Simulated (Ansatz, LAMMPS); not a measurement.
# Aqueous N(CH3)4+ and OH-, 1.2 mol of salt per kg of water, relaxed from a frame at 280 K (163 atoms): atom by atom

The starting structure: 48 H2O, 1 N(CH3)4+, 1 OH- placed at random, at 1 g/cm³; overlaps pushed apart, then 10 ps at 420 K with MMFF94 bonds, angles, torsions, charges and radii (Halgren, J. Comput. Chem. 17, 490 (1996)) in harmonic and 12-6 forms; SPC/E water (Berendsen, Grigera and Straatsma, J. Phys. Chem. 91, 6269 (1987)). Snapshot after 20 ps at 280 K and fixed volume.

This is the relaxed geometry. Method: Kohn-Sham DFT, PBE+D3(BJ), PAW (set soft_2), plane waves (Ansatz 0.2.0); cutoff 420 eV, Γ point, fixed occupations; density 1.00 g/cm³.

Cell vectors (Å):

```
11.657 0.000 0.000
0.000 11.657 0.000
0.000 0.000 11.657
```

Positions (Å):

```
1 C 7.705 3.629 5.350
2 N 8.470 2.415 5.784
3 C 8.222 1.281 4.831
4 C 8.018 2.015 7.158
5 C 9.936 2.735 5.799
6 H 7.880 4.423 6.082
7 H 6.639 3.380 5.325
8 H 8.048 3.934 4.357
9 H 8.589 1.570 3.842
10 H 8.742 0.386 5.192
11 H 7.146 1.085 4.802
12 H 8.091 2.891 7.810
13 H 6.977 1.686 7.092
14 H 8.670 1.206 7.507
15 H 10.489 1.841 6.103
16 H 10.232 3.045 4.791
17 H 10.116 3.547 6.513
18 O 2.409 5.847 9.522
19 H 1.751 6.195 10.175
20 H 2.975 5.208 10.025
21 O 10.485 11.598 1.992
22 H 9.627 0.386 1.736
23 H 11.106 0.669 2.253
24 O 11.318 4.094 10.051
25 H 11.628 3.164 10.273
26 H 11.627 4.236 9.134
27 O 4.059 6.843 5.594
28 H 3.781 5.879 5.588
29 H 3.824 7.202 6.502
30 O 10.488 9.535 9.850
31 H 11.167 9.958 10.447
32 H 10.006 8.917 10.445
33 O 3.935 4.162 11.170
34 H 3.585 3.425 0.084
35 H 4.855 3.878 10.940
36 O 0.484 6.360 11.446
37 H 11.310 6.900 11.516
38 H 0.183 5.464 11.154
39 O 9.882 8.134 7.539
40 H 9.051 7.798 7.960
41 H 10.326 8.648 8.257
42 O 4.213 0.609 4.448
43 H 4.234 0.161 3.558
44 H 3.276 0.906 4.600
45 O 10.505 4.038 2.118
46 H 9.981 4.219 1.300
47 H 10.607 4.926 2.531
48 O 6.635 4.835 8.493
49 H 6.659 4.493 9.412
50 H 5.799 4.448 8.110
51 O 2.082 7.425 1.684
52 H 1.825 7.455 2.647
53 H 1.394 6.932 1.166
54 O 1.385 9.457 6.633
55 H 1.474 9.084 5.730
56 H 2.013 8.917 7.178
57 O 4.198 9.423 9.955
58 H 4.527 10.318 9.644
59 H 4.991 8.965 10.361
60 O 2.849 1.628 8.702
61 H 2.162 1.762 9.402
62 H 2.313 1.127 8.020
63 O 7.234 0.973 10.328
64 H 8.006 0.758 9.780
65 H 6.420 0.629 9.834
66 O 6.352 8.551 6.393
67 H 6.656 8.170 7.268
68 H 5.714 7.897 6.044
69 O 1.817 1.889 4.885
70 H 2.187 2.809 5.071
71 H 1.302 1.969 4.036
72 O 5.623 7.295 3.226
73 H 5.156 6.844 2.469
74 H 5.062 7.179 4.024
75 O 6.646 3.547 11.006
76 H 6.886 2.624 10.716
77 H 6.633 3.513 0.361
78 O 8.759 9.421 5.286
79 H 7.853 9.110 5.527
80 H 9.307 9.068 6.028
81 O 10.315 6.479 3.456
82 H 10.275 7.424 3.185
83 H 10.640 6.463 4.397
84 O 8.041 0.944 1.405
85 H 7.685 1.826 1.669
86 H 7.727 0.815 0.483
87 O 11.380 6.535 5.932
88 H 0.182 5.858 6.510
89 H 10.882 7.130 6.558
90 O 1.700 7.687 4.373
91 H 2.566 7.415 4.777
92 H 0.999 7.245 4.922
93 O 1.124 0.393 7.007
94 H 1.312 11.084 6.800
95 H 1.282 0.914 6.173
96 O 1.063 4.718 7.413
97 H 1.612 5.127 8.135
98 H 1.726 4.445 6.721
99 O 0.581 2.040 2.468
100 H 1.404 2.100 1.923
101 H 0.017 2.842 2.258
102 O 9.443 9.118 2.720
103 H 9.937 9.957 2.540
104 H 9.186 9.195 3.691
105 O 4.477 11.375 1.885
106 H 3.841 10.730 1.463
107 H 5.357 10.936 1.818
108 O 0.513 1.610 10.234
109 H 0.580 0.863 10.892
110 H 11.537 1.211 9.572
111 O 7.800 5.755 2.687
112 H 7.100 6.355 3.044
113 H 8.666 6.019 3.083
114 O 7.371 7.404 8.621
115 H 7.075 6.447 8.551
116 H 7.072 7.683 9.519
117 O 5.066 0.136 9.047
118 H 4.252 0.720 9.027
119 H 5.259 11.595 8.071
120 O 4.473 6.422 0.960
121 H 4.306 5.538 0.533
122 H 3.568 6.775 1.186
123 O 10.483 0.342 8.480
124 H 11.241 0.270 7.838
125 H 10.371 11.100 8.868
126 O 4.558 3.169 3.528
127 H 4.575 2.259 3.932
128 H 3.982 3.707 4.167
129 O 6.181 8.051 11.143
130 H 6.510 8.597 0.249
131 H 5.593 7.385 11.588
132 O 9.682 7.603 0.116
133 H 9.229 6.725 0.045
134 H 9.472 7.961 1.003
135 O 6.812 3.426 1.975
136 H 5.992 3.382 2.534
137 H 7.261 4.286 2.249
138 O 5.650 11.232 6.549
139 H 5.809 10.261 6.448
140 H 5.054 11.512 5.808
141 O 3.261 7.877 7.946
142 H 3.710 8.494 8.593
143 H 2.965 7.127 8.528
144 O 9.138 4.876 11.434
145 H 9.786 4.553 10.756
146 H 8.276 4.452 11.213
147 O 6.676 9.461 1.827
148 H 6.281 8.787 2.436
149 H 7.624 9.506 2.097
150 O 4.490 3.537 7.428
151 H 3.936 3.894 6.701
152 H 3.887 2.945 7.939
153 O 2.737 9.801 0.557
154 H 3.219 9.615 11.355
155 H 2.498 8.922 0.963
156 O 3.184 2.244 1.352
157 H 3.615 2.671 2.150
158 H 3.650 1.376 1.309
159 O 0.403 10.937 11.551
160 H 1.259 10.520 0.200
161 H 11.478 11.087 0.688
162 O 2.897 4.351 5.282
163 H 2.300 4.873 4.721
```

Q: Give the Löwdin charge of every atom.

Charges in e, in the order of the atoms, ten a line:

```
-0.350 +0.156 -0.346 -0.360 -0.346 +0.221 +0.220 +0.212 +0.211 +0.230
+0.222 +0.212 +0.223 +0.215 +0.218 +0.218 +0.220 -0.669 +0.391 +0.397
-0.695 +0.385 +0.387 -0.689 +0.389 +0.402 -0.695 +0.373 +0.378 -0.717
+0.384 +0.395 -0.683 +0.389 +0.383 -0.688 +0.388 +0.387 -0.681 +0.391
+0.399 -0.686 +0.383 +0.380 -0.713 +0.389 +0.390 -0.709 +0.385 +0.389
-0.678 +0.391 +0.390 -0.702 +0.391 +0.387 -0.680 +0.377 +0.373 -0.687
+0.391 +0.381 -0.681 +0.414 +0.386 -0.681 +0.383 +0.393 -0.688 +0.366
+0.379 -0.684 +0.382 +0.393 -0.689 +0.380 +0.372 -0.707 +0.389 +0.392
-0.688 +0.390 +0.385 -0.712 +0.385 +0.393 -0.698 +0.377 +0.388 -0.689
+0.373 +0.375 -0.693 +0.383 +0.379 -0.703 +0.378 +0.375 -0.686 +0.389
+0.386 -0.712 +0.392 +0.379 -0.701 +0.383 +0.402 -0.688 +0.384 +0.378
-0.711 +0.382 +0.378 -0.689 +0.385 +0.397 -0.675 +0.382 +0.376 -0.691
+0.381 +0.378 -0.710 +0.380 +0.389 -0.689 +0.372 +0.370 -0.684 +0.387
+0.386 -0.679 +0.399 +0.401 -0.685 +0.385 +0.380 -0.709 +0.388 +0.387
-0.689 +0.384 +0.384 -0.691 +0.384 +0.384 -0.688 +0.387 +0.391 -0.716
+0.387 +0.390 -0.672 +0.381 +0.383 -0.684 +0.376 +0.397 -0.682 +0.381
+0.378 -0.807 +0.371
```

Forces are small here, 0.0066 eV/Å r.m.s. The Löwdin charges lack the electrons that the projection spills, 0.029 e an atom on average.

[Logs are printed without paths, hosts, clocks, repeated set-up lines and the standing remarks that a program may print on its own settings, such as how far it seeks lower states.]

[Hosts, paths, dates, database ids (printed as entryN), source tags and the programs' standing remarks are cut or masked in the printed files.]

[The MMFF94 radii named for the starting cell were scaled by 0.96; in molecules described by MMFF94, hydrogen bound to N, O or S took a small fixed 12-6 site in their place.]
